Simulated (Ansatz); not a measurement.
# Cr3GaN (Pm-3m): phonons and vibrational spectra, part 2 of 2

Aim: the vibrations of Cr3GaN (Pm-3m), their spectra, and whether the structure is stable.

Ansatz 0.2.0; DFT PBEsol, scalar-relativistic, plane waves, PAW; PAW set soft_1.

So far. Step 4 (Tight relaxation): The forces vanish by symmetry and the pressure is -0.009 GPa, within the tolerances set. The cell now holds 10.77 Å³/atom. Step 5 (Zone-centre response): Before it was imposed, the acoustic sum rule was missed by 8.1e-5 eV/Å². Small misses are needed for a sound result but don't prove that mesh and cutoff are converged. The lowest optical mode is real, 104 cm⁻¹. The relaxed cell has a = 3.776 Å (conventional setting).

## (6) The dispersion

Stability and thermal properties need the whole zone. Linear response on a 2×2×2 q mesh gives force constants as far as a supercell of that size would.

The input, input.yaml:

```yaml
crystal:
  lattice:
    - [3.7759371135, 0.0, 0.0]
    - [0.0, 3.7759371135, 0.0]
    - [0.0, 0.0, 3.7759371135]
  atoms:
    - { symbol: Cr, position: [0.5, 0.0, 0.5] }
    - { symbol: Cr, position: [0.0, 0.5, 0.5] }
    - { symbol: Cr, position: [0.5, 0.5, 0.0] }
    - { symbol: Ga, position: [0.0, 0.0, 0.0] }
    - { symbol: "N", position: [0.5, 0.5, 0.5] }
kpoints:
  mp_grid: { grid: [12, 12, 12] }
hamiltonian:
  xc: pbesol
  pseudopotentials: { kind: paw, azcp: { folder: soft_1 }, xc_functional: pbe }
scf:
  occupations: { method: methfessel_paxton, width: 0.2 }
output:
  eigenvalues: true
phonons:
  method: dfpt
  qmesh: [2, 2, 2]
  temperatures: { t_max: 1000, t_step: 50 }
  qpath:
    path:
      - [[0.0, 0.0, 0.0], [0.0, 0.5, 0.0], [0.5, 0.5, 0.0], [0.0, 0.0, 0.0], [0.5, 0.5, 0.5], [0.0, 0.5, 0.0]]
      - [[0.5, 0.5, 0.5], [0.5, 0.5, 0.0]]
    npoints: 10
```

Started as:

```sh
> ansatz run input.yaml --threads 4 --pin off --max-ram 10240MiB --backend cpu --events-out ev --progress --plain --runs-dir out
```

Numbers of over 12 decimals in the logs are rounded to 6 here.

What it wrote:

```text
[...]
Crystal: 5 atoms, lattice volume = 53.836 Å³
Basis set: ecut = 420 eV, 1021 PW (Γ), exchange–correlation on 54×54×54 points (8 copies of the dense FFT grid, shifted against one another)
Bands: 36, of which v1, the nominal top of the filled ones, is band 30 counted from 1 (29 counted from 0)
Symmetry: 48 space group operations
k-points: 84 of 1728
[...]
SCF iter   1: F=—  HF=-14175.521537 eV  |F-HF|=—  |Δ(HF+E_count)|=         —  Δρ=2.02e-1  dr2=2.12e1  ethr=3.10e-3  ⟨swp⟩=5.0  Hψ=9738  notcnv=0
[...]
SCF iter  13: F=-14171.037453 eV  HF=-14171.037453 eV  |F-HF|=5.46e-12  |Δ(HF+E_count)|=  1.09e-11  S|Δr|=    0.00e0  Δρ=8.53e-8  dr2=3.33e-12  ethr=1.00e-12  ⟨swp⟩=5.3  Hψ=12747  notcnv=0
[...]
SCF 1 converged in 13 iterations: F = -14171.037453 eV  dr2 = 3.33e-12
[...]
SCF iter   1: F=—  HF=-14171.037448 eV  |F-HF|=—  |Δ(HF+E_count)|=         —  Δρ=8.01e-7  dr2=3.63e-10  ethr=6.22e-8  ⟨swp⟩=3.1  Hψ=17538  notcnv=0
eigensolver tolerance schedule: the retry pair's looser diagonalisation over-reported the residual by 102941.34 of it (diagonalisation noise at an unbounded share of the residual, at the tolerance the schedule requests for it); recorded, not acted on — ethr = c·dr2/N_el stays at c = 1.0e-1
[...]
SCF iter   2: F=—  HF=-14171.037453 eV  |F-HF|=—  |Δ(HF+E_count)|=   4.98e-6  S|Δr|=    0.00e0  Δρ=6.48e-7  dr2=2.05e-10  ethr=1.00e-12  ⟨swp⟩=3.0  Hψ=7807  notcnv=0
[...]
SCF iter   4: F=-14171.037453 eV  HF=-14171.037453 eV  |F-HF|=1.09e-11  |Δ(HF+E_count)|=  1.46e-11  S|Δr|=    0.00e0  Δρ=1.28e-7  dr2=8.87e-12  ethr=1.00e-12  ⟨swp⟩=2.0  Hψ=6996  notcnv=0
SCF 2 converged in 4 iterations: F = -14171.037453 eV  dr2 = 8.87e-12
phonons: the bands overlap, so this run is a metal and interpolates without the dipole-dipole term. If the crystal is really an insulator or semiconductor, its LO-TO splitting is missing
NSCF: frozen V_eff on 84 k-points
[...]
DFPT response loops at q = (0, 0, 0) (fractional): preconditioner auto → Kerker (q_TF=auto, 2.778 Å⁻¹) (partly filled bands, converged f_vac=0.000); β = 1.00, the filter's whole step (`scf.mixing.beta` (0.50) is not read by the response loops under this deck's `scf.mixing.preconditioner`; to damp them name `kerker` or `kerker_dos`, under which they read `scf.mixing.beta`, and type it under 1.00, their step now; both keys bind the ground state too); Broyden in place of MSR1
[...]
SCF converged after 13 iterations
[...]
Free energy (F): -14171.037453 eV
[...]
Internal energy: -14171.035473 eV  (E = F + TS)
E sigma→0 (E₀):  -14171.036958 eV
Entropy (-TS):   -0.001980 eV (-0.396 meV/atom)
Fermi energy:    17.569455 eV
[...]
--- Band table (eV; the first three rows and the last of 84) ---
  k-point 0: bands = [... 26 lower, 14.8094, 17.6896, 17.6896, 17.6896, 18.0867, 18.0867, 19.3328, 19.5109, ... 2 higher]
  k-point 1: bands = [... 26 lower, 14.8700, 17.6140, 17.6140, 17.6589, 17.9284, 18.0876, 19.2818, 19.4192, ... 2 higher]
  k-point 2: bands = [... 26 lower, 15.0463, 17.4903, 17.4903, 17.5427, 17.5733, 18.0888, 19.1319, 19.3232, ... 2 higher]
  k-point 83: bands = [... 26 lower, 16.3443, 16.3443, 16.5574, 16.5574, 16.5574, 18.1604, 18.1604, 19.2710, ... 2 higher]
--- Phonons (Γ-DFPT): 4 representative perturbations + reference (Σ response iterations 12) ---
  ASR residual: 8.079e-5 → 0.000e0 eV/Å²; symmetrization residual: 2.575e-6 eV/Å²
  ASR residual per site (eV/Å²): 2.07e-5 2.07e-5 2.07e-5 8.08e-5 6.29e-6
[...]
--- Phonons (arbitrary-q DFPT): 4 irreducible q on the 2×2×2 mesh ---
  q = [0.0000, 0.0000, 0.0000] (star 1, of the zone-centre solve; hermiticity 2.36e-7, symmetrization 1.86e-12): -0.00 -0.00 0.00 104.39 104.39 104.39 148.22 148.22 148.22 217.16 217.16 217.16 679.46 679.46 679.46
  q = [0.0000, 0.0000, -0.5000] (star 3, 9 solved perturbations in 2646 linear systems a pass and spin channel, the states on 343 of 1728 k-point pairs; hermiticity 2.15e-7, symmetrization 1.69e-12): 113.68 113.68 143.99 143.99 165.81 165.81 186.22 203.47 219.68 220.65 220.65 377.38 698.98 698.98 735.75
[...]
sum rule: each row above includes the acoustic sum rule's correction from the zone centre's row sums; it moved no ω² by more than (0.56 cm⁻¹)²
  mesh force constants: q→R imaginary residual 3.44e-18; ASR residual 8.079e-5 → 0.000e0 eV/Å²; symmetrization residual 2.487e-14 eV/Å²
  interpolated dispersion: 62 rows × 15 modes
  density of states and harmonic sums: on the 16×16×16 q-mesh, interpolated from the force constants of a 2×2×2 supercell (no non-analytic term)
  largest difference from the sums on the solved wave vectors: F 3.60e-2 eV, S 6.82e-5 and C_V 3.22e-5 eV/K
  zero-point energy: 0.283254 eV/cell   skipped modes (ω ≤ 0): 3   left out of the sums: 4.88e-5 of the cell's modes: C_V's classical limit lies that fraction below 3 k_B per atom; for a crystal, a wire or a layer, F and S can be off by more, and a phonons.interpolated_qmesh denser along its periods is the remedy for the sampling
```

The job ended after 9.8 min (4 threads of Arm Neoverse V1, shared host; peak memory 2.2 GiB; 38 min of CPU time).

This step gave:

```yaml
sum_rule_residual_before_enforcement: 8.08e-5 eV/Å²
lowest_frequency_on_the_path: 0 cm⁻¹
highest_frequency_on_the_path_or_at_a_solved_wavevector: 747.4 cm⁻¹
mean_frequency: 304.6 cm⁻¹
debye_temperature_second_moment: 692 K
logarithmic_mean_frequency: 249.9 cm⁻¹
lowest_mode_on_the_q_mesh_acoustic_modes_at_gamma_apart: 104.4 cm⁻¹
zero_point_energy_per_atom: 56.65 meV
heat_capacity_at_300_k: 20.39 J/(mol atoms K)
vibrational_entropy_at_300_k: 23.16 J/(mol atoms K)
edges_of_the_widest_gap_between_branches_on_path_and_mesh: 389.8, 679.5 cm⁻¹
```

Frequencies (cm⁻¹) solved at each irreducible wavevector; negative means imaginary. Frequencies by wavevector, by row:

```csv
q in reciprocal lattice units,star,mode 1,mode 2,mode 3,mode 4,mode 13,mode 14,mode 15
0 0 0,1,0,0,0,104.4,679.5,679.5,679.5
0 0 -0.5,3,113.7,113.7,144,144,699,699,735.8
0 -0.5 -0.5,3,133.9,165.7,165.7,177.5,715.4,742.9,742.9
-0.5 -0.5 -0.5,1,145.7,145.7,145.7,168,747.4,747.4,747.4
```

Interpolated from a 2×2×2 q mesh, rough between the solved points. The phonon branches at the labelled points (cm⁻¹):

| point | branch 1 | branch 2 | branch 3 | branch 4 | branch 12 | branch 13 | branch 14 | branch 15 |
| --- | --- | --- | --- | --- | --- | --- | --- | --- |
| Γ | 0 | 0 | 0 | 104 | 217 | 680 | 680 | 680 |
| halfway | 77 | 77 | 132 | 132 | 288 | 689 | 689 | 706 |
| X | 114 | 114 | 144 | 144 | 377 | 699 | 699 | 736 |
| halfway | 142 | 150 | 155 | 156 | 364 | 707 | 718 | 739 |
| M | 134 | 166 | 166 | 178 | 367 | 715 | 743 | 743 |
| halfway | 113 | 121 | 154 | 156 | 295 | 698 | 712 | 712 |
| Γ | 0 | 0 | 0 | 104 | 217 | 680 | 680 | 680 |
| halfway | 134 | 134 | 151 | 175 | 309 | 717 | 717 | 719 |
| R | 146 | 146 | 146 | 168 | 390 | 747 | 747 | 747 |
| halfway | 151 | 151 | 159 | 164 | 359 | 722 | 724 | 742 |
| X | 114 | 114 | 144 | 144 | 377 | 699 | 699 | 736 |
| jump to R | 146 | 146 | 146 | 168 | 390 | 747 | 747 | 747 |
| halfway | 140 | 163 | 163 | 171 | 373 | 728 | 745 | 745 |
| M | 134 | 166 | 166 | 178 | 367 | 715 | 743 | 743 |

Tetrahedra on a 16×16×16 mesh, mean over bins of 10 cm-1. Interpolated from a 2×2×2 q mesh, rough between the solved points. Table of phonon density of states by wavenumber; read off at these points:

| wavenumber (cm⁻¹) | phonon density of states (1/cm⁻¹/cell) |
| --- | --- |
| 5 | 1.0e-5 |
| 25 | 2.2e-4 |
| 45 | 9.1e-4 |
| 65 | 0.00249 |
| 85 | 0.00534 |
| 105 | 0.0118 |
| 125 | 0.0294 |
| 145 | 0.0923 |
| 165 | 0.126 |
| 185 | 0.0594 |
| 205 | 0.0407 |
| 225 | 0.0875 |
| 235 | 0.0878 |
| 245 | 0.0508 |
| 265 | 0.0158 |
| 285 | 0.0192 |
| 305 | 0.0115 |
| 325 | 0.00576 |
| 345 | 0.0112 |
| 355 | 0.0238 |
| 365 | 0.0221 |
| 385 | 0.00157 |
| 405 | 0 |
| 425 | 0 |
| 445 | 0 |
| 465 | 0 |
| 485 | 0 |
| 505 | 0 |
| 525 | 0 |
| 545 | 0 |
| 565 | 0 |
| 585 | 0 |
| 605 | 0 |
| 625 | 0 |
| 645 | 0 |
| 665 | 0 |
| 685 | 0.0113 |
| 705 | 0.0565 |
| 725 | 0.0463 |
| 735 | 0.0619 |
| 745 | 0.0352 |

The partial phonon density of states has structure finer than the step of the table below, so its rows give means over 25 cm⁻¹, whole bins alone (the curve runs from -10 to 779 cm⁻¹). Peaks (cm⁻¹: height): Cr 153.8: 0.0709, 233.2: 0.0631, 357.3: 0.0236, 704.8: 0.00985; Ga 168.7: 0.0526, 218.3: 0.0302; N 734.6: 0.0550.

Phonopy on the run's constants, 15x15x15 mesh, Gaussian sigma 5.6 cm-1. Interpolated from a 2×2×2 q mesh, rough between the solved points. The partial phonon density of states by wavenumber; means over each step; values in 1/cm⁻¹/cell:

```
wavenumber (cm⁻¹)       Cr       Ga        N
               25   1.9e-4   8.5e-5   1.6e-5
               50   9.1e-4   4.5e-4   6.7e-5
               75  0.00244  0.00124   1.5e-4
              100  0.00728  0.00327   3.0e-4
              125   0.0258  0.00916   4.2e-4
              150   0.0657   0.0254  0.00102
              175   0.0559   0.0367  0.00331
              200   0.0316   0.0156  0.00250
              225   0.0569   0.0218  0.00122
              250   0.0396  0.00588  0.00181
              275   0.0149   3.1e-4   9.7e-4
              300   0.0133   2.9e-5   7.4e-4
              325  0.00654   6.1e-6   3.8e-4
              350   0.0154   1.0e-5   4.7e-4
              375  0.00968   9.6e-7   1.7e-4
              400   2.6e-4        0   1.8e-6
              425        0        0        0
              450        0        0        0
              475        0        0        0
              500        0        0        0
              525        0        0        0
              550        0        0        0
              575        0        0        0
              600        0        0        0
              625        0        0        0
              650   4.8e-7        0   9.6e-7
              675   9.6e-4        0  0.00359
              700  0.00776   8.6e-6   0.0338
              725  0.00443   2.8e-5   0.0477
              750   3.3e-4   1.5e-5   0.0213
```

Harmonic thermodynamic functions per atom, from the density of states. Interpolated from a 2×2×2 q mesh, rough between the solved points. Thermodynamic functions, by row:

```
T (K)  F_vib (meV/atom)  S (J/mol-atom/K)  C_V (J/mol-atom/K)
    0             56.65                 0                   0
   50             56.55             0.929               3.121
  100             54.96             5.577               10.68
  200             43.87             15.46               17.44
  300             23.69             23.16               20.39
  400             -3.59             29.26               21.98
  500            -36.59             34.27               22.89
  600            -74.36              38.5               23.45
  700            -116.2             42.14               23.82
  800            -161.6             45.34               24.07
  900            -210.1             48.19               24.24
 1000            -261.4             50.75               24.37
```

Harmonic mean-square displacement, third of the trace. Interpolated from a 2×2×2 q mesh, rough between the solved points. Mean square displacements, by row:

```csv
T (K),Cr1 U_eq (Å²),Cr2 U_eq (Å²),Cr3 U_eq (Å²),Ga4 U_eq (Å²),N5 U_eq (Å²)
0,0.00168,0.00168,0.00168,0.00144,0.00218
100,0.00207,0.00207,0.00207,0.00182,0.00236
300,0.00447,0.00447,0.00447,0.00409,0.00348
600,0.00857,0.00857,0.00857,0.00789,0.00576
```

Symmetry leaves 4 wavevectors to solve. The lowest mode among them, the acoustic zeros apart, lies at Γ and is real, 104 cm⁻¹.

## (7) Another isotope, element Ga, natural mass 69.723 amu

An isotope changes the mass and not the force constants, so no new electronic calculation is needed; the shifts show which modes move this element.

The same force constants with the mass of Ga changed from 69.723 to 70.925 u (phonopy, no LO-TO term). Both lists are sorted by frequency; levels can cross, so a row need not hold one and the same mode. Modes under 3 cm⁻¹ are left out. Isotope shifts, by row, the first 40 of 57 rows:

| q | rank | natural mass (cm⁻¹) | changed mass (cm⁻¹) |
| --- | --- | --- | --- |
| 0 0 0 | 4 | 104.4 | 104.4 |
| 0 0 0 | 5 | 104.4 | 104.4 |
| 0 0 0 | 6 | 104.4 | 104.4 |
| 0 0 0 | 7 | 148.2 | 148.1 |
| 0 0 0 | 8 | 148.2 | 148.1 |
| 0 0 0 | 9 | 148.2 | 148.1 |
| 0 0 0 | 10 | 217.2 | 216 |
| 0 0 0 | 11 | 217.2 | 216 |
| 0 0 0 | 12 | 217.2 | 216 |
| 0 0 0 | 13 | 679.5 | 679.5 |
| 0 0 0 | 14 | 679.5 | 679.5 |
| 0 0 0 | 15 | 679.5 | 679.5 |
| 0 0 -0.5 | 1 | 113.7 | 113.7 |
| 0 0 -0.5 | 2 | 113.7 | 113.7 |
| 0 0 -0.5 | 3 | 144 | 143.2 |
| 0 0 -0.5 | 4 | 144 | 143.2 |
| 0 0 -0.5 | 5 | 165.8 | 165.8 |
| 0 0 -0.5 | 6 | 165.8 | 165.8 |
| 0 0 -0.5 | 7 | 186.2 | 184.6 |
| 0 0 -0.5 | 8 | 203.5 | 203.5 |
| 0 0 -0.5 | 9 | 219.7 | 219.7 |
| 0 0 -0.5 | 10 | 220.7 | 219.9 |
| 0 0 -0.5 | 11 | 220.7 | 219.9 |
| 0 0 -0.5 | 12 | 377.4 | 377.4 |
| 0 0 -0.5 | 13 | 699 | 699 |
| 0 0 -0.5 | 14 | 699 | 699 |
| 0 0 -0.5 | 15 | 735.8 | 735.8 |
| 0 -0.5 -0.5 | 1 | 133.9 | 133.9 |
| 0 -0.5 -0.5 | 2 | 165.7 | 164.6 |
| 0 -0.5 -0.5 | 3 | 165.7 | 164.6 |
| 0 -0.5 -0.5 | 4 | 177.5 | 177.5 |
| 0 -0.5 -0.5 | 5 | 179.5 | 178 |
| 0 -0.5 -0.5 | 6 | 190.3 | 190.3 |
| 0 -0.5 -0.5 | 7 | 190.3 | 190.3 |
| 0 -0.5 -0.5 | 8 | 235.5 | 235.5 |
| 0 -0.5 -0.5 | 9 | 238.5 | 238.1 |
| 0 -0.5 -0.5 | 10 | 238.5 | 238.1 |
| 0 -0.5 -0.5 | 11 | 317 | 317 |
| 0 -0.5 -0.5 | 12 | 366.6 | 366.6 |
| 0 -0.5 -0.5 | 13 | 715.4 | 715.4 |

A mode of this element alone would shift by -0.85 %. The highest zone-centre frequency without the field goes from 679.5 to 679.5 cm⁻¹ (-0.0 %). The product of the frequency ratios over all optical modes at Γ is 0.982; the product rule, (m/m′)^(3k/2) (M′/M)^(3/2) with k = 1 such atoms and M the mass of the cell, gives 0.982.

## (8) Isotope substitution, element N, natural mass 14.007 amu

The same for N, from 14.01 to 15.00 u.

A mode of this element alone would shift by -3.37 %. The highest zone-centre frequency without the field goes from 679.5 to 661.7 cm⁻¹ (-2.6 %). The product of the frequency ratios over all optical modes at Γ is 0.908; the product rule, (m/m′)^(3k/2) (M′/M)^(3/2) with k = 1 such atoms and M the mass of the cell, gives 0.908.

## (9) Results

```
space group after relaxation (within 0.01 Å)            : Pm-3m
volume per atom                                         : 10.8 Å³
electronic character                                    : no gap on this mesh
highest optical mode at the zone centre (no LO-TO term) : 679 cm⁻¹
lowest optical zone-centre mode                         : 104 cm⁻¹
lowest mode on the q mesh (acoustic modes at Γ apart)   : 104 cm⁻¹
highest frequency on the path or at a solved wavevector : 747 cm⁻¹
zero-point energy per atom                              : 56.6 meV
heat capacity at 300 K                                  : 20.4 J/(mol atoms K)
vibrational entropy at 300 K                            : 23.2 J/(mol atoms K)
Debye temperature (second moment)                       : 692 K
imaginary modes on the 2×2×2 q mesh                     : none
```

The structure is a minimum as far as tested: no mode is imaginary at the 4 irreducible wavevectors of the 2×2×2 mesh, and the softest away from the acoustic zeros lies at 104 cm⁻¹. The optical modes at Γ span 104 to 679 cm⁻¹. The highest mode in this list at Γ, 679.5 cm⁻¹, is mostly motion of N (78 % of the kinetic energy). On the path and the mesh, the widest gap between branches runs from 390 to 680 cm⁻¹. The q mesh stands for a supercell only 7.6 Å across, so branches between the solved wavevectors are rough. With no gap, or one that is small against the smearing, the frequencies hang on the k mesh and the smearing, most of all near Kohn anomalies. The phonon runs are without spin polarisation, although Cr often carries a moment. The PAW files were made for PBE and serve the other functionals too. These are harmonic frequencies at zero temperature: anharmonic shifts, linewidths and thermal expansion are left out.

[Logs are printed without paths, hosts, clocks, repeated set-up lines and the standing remarks that a program may print on its own settings, such as how far it seeks lower states.]

[Hosts, paths, dates, database ids (printed as entryN), source tags and the programs' standing remarks are cut or masked in the printed files.]
